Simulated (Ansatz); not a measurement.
Records of electronic-structure calculations.

## KCoF3 (Pm-3m): Hubbard U and Hund's J by constrained RPA

It takes space group Pm-3m (No. 221, cubic). Conventional cell: a = 4.071 Å, b = 4.071 Å, c = 4.071 Å, α = 90.00°, β = 90.00°, γ = 90.00°. Nearest to K lie 12 F at 2.88 Å. Nearest to Co lie 6 F at 2.04 Å. Nearest to F lie 2 Co at 2.04 Å and 4 K at 2.88 Å. Farther neighbours and most contacts between anions are not listed.

```xyz
5
Lattice="-4.0710 0.0000 0.0000 0.0000 0.0000 -4.0710 0.0000 -4.0710 0.0000" Properties=species:S:1:pos:R:3 pbc="T T T"
K     0.0000    0.0000    0.0000
Co   -2.0355   -2.0355   -2.0355
F     0.0000   -2.0355   -2.0355
F    -2.0355   -2.0355    0.0000
F    -2.0355    0.0000   -2.0355
```

```
method              : DFT, LDA, plane waves, PAW (and 1 further level or step)
program             : Ansatz 0.2.0
settings of one run : cutoff 420 eV, 6×6×6 k-mesh, smearing width 0.08 eV, default PAW, coordination {"Co": "octahedral"}, magnetic state non-magnetic by constraint
cost                : 2 runs, 8.3 min in all on 4 threads of Arm Neoverse V1, shared host (the runs of this entry)
notes               : This run has no spin polarisation although its electron count is odd. The cell and positions come from the Crystallography Open Database and are kept as given unless a step says otherwise. The bands cross the Fermi level under this constraint, which need not be the crystal’s state: magnetic order, correlation or a lattice distortion may open a gap.
Co d                : U 7.67 eV, U′ 6.41 eV, J 0.64 eV, bare V 22.6 eV
method              : constrained RPA on non-magnetic LDA, 6×6×6 mesh, static; search for lower states off
```

For Co d, screening cuts the on-site interaction from 22.63 eV to 7.67 eV (34 %), while J goes only from 0.77 eV to 0.64 eV: the monopole is screened far more than the multipoles. U − 2J differs from U′ by −0.01 eV, so the Kanamori relation holds well.

[Paths, hosts, dates, memory and timing lines, banners, echoed tables and standing remarks are left out of the program output.]

[Logs are printed without paths, hosts, clocks, repeated set-up lines and the standing remarks that a program may print on its own settings, such as how far it seeks lower states.]

[Runs of the session that timed out or met a known fault of the program may be left out.]

[Hosts, paths, dates, database ids (printed as entryN), source tags and the programs' standing remarks are cut or masked in the printed files.]
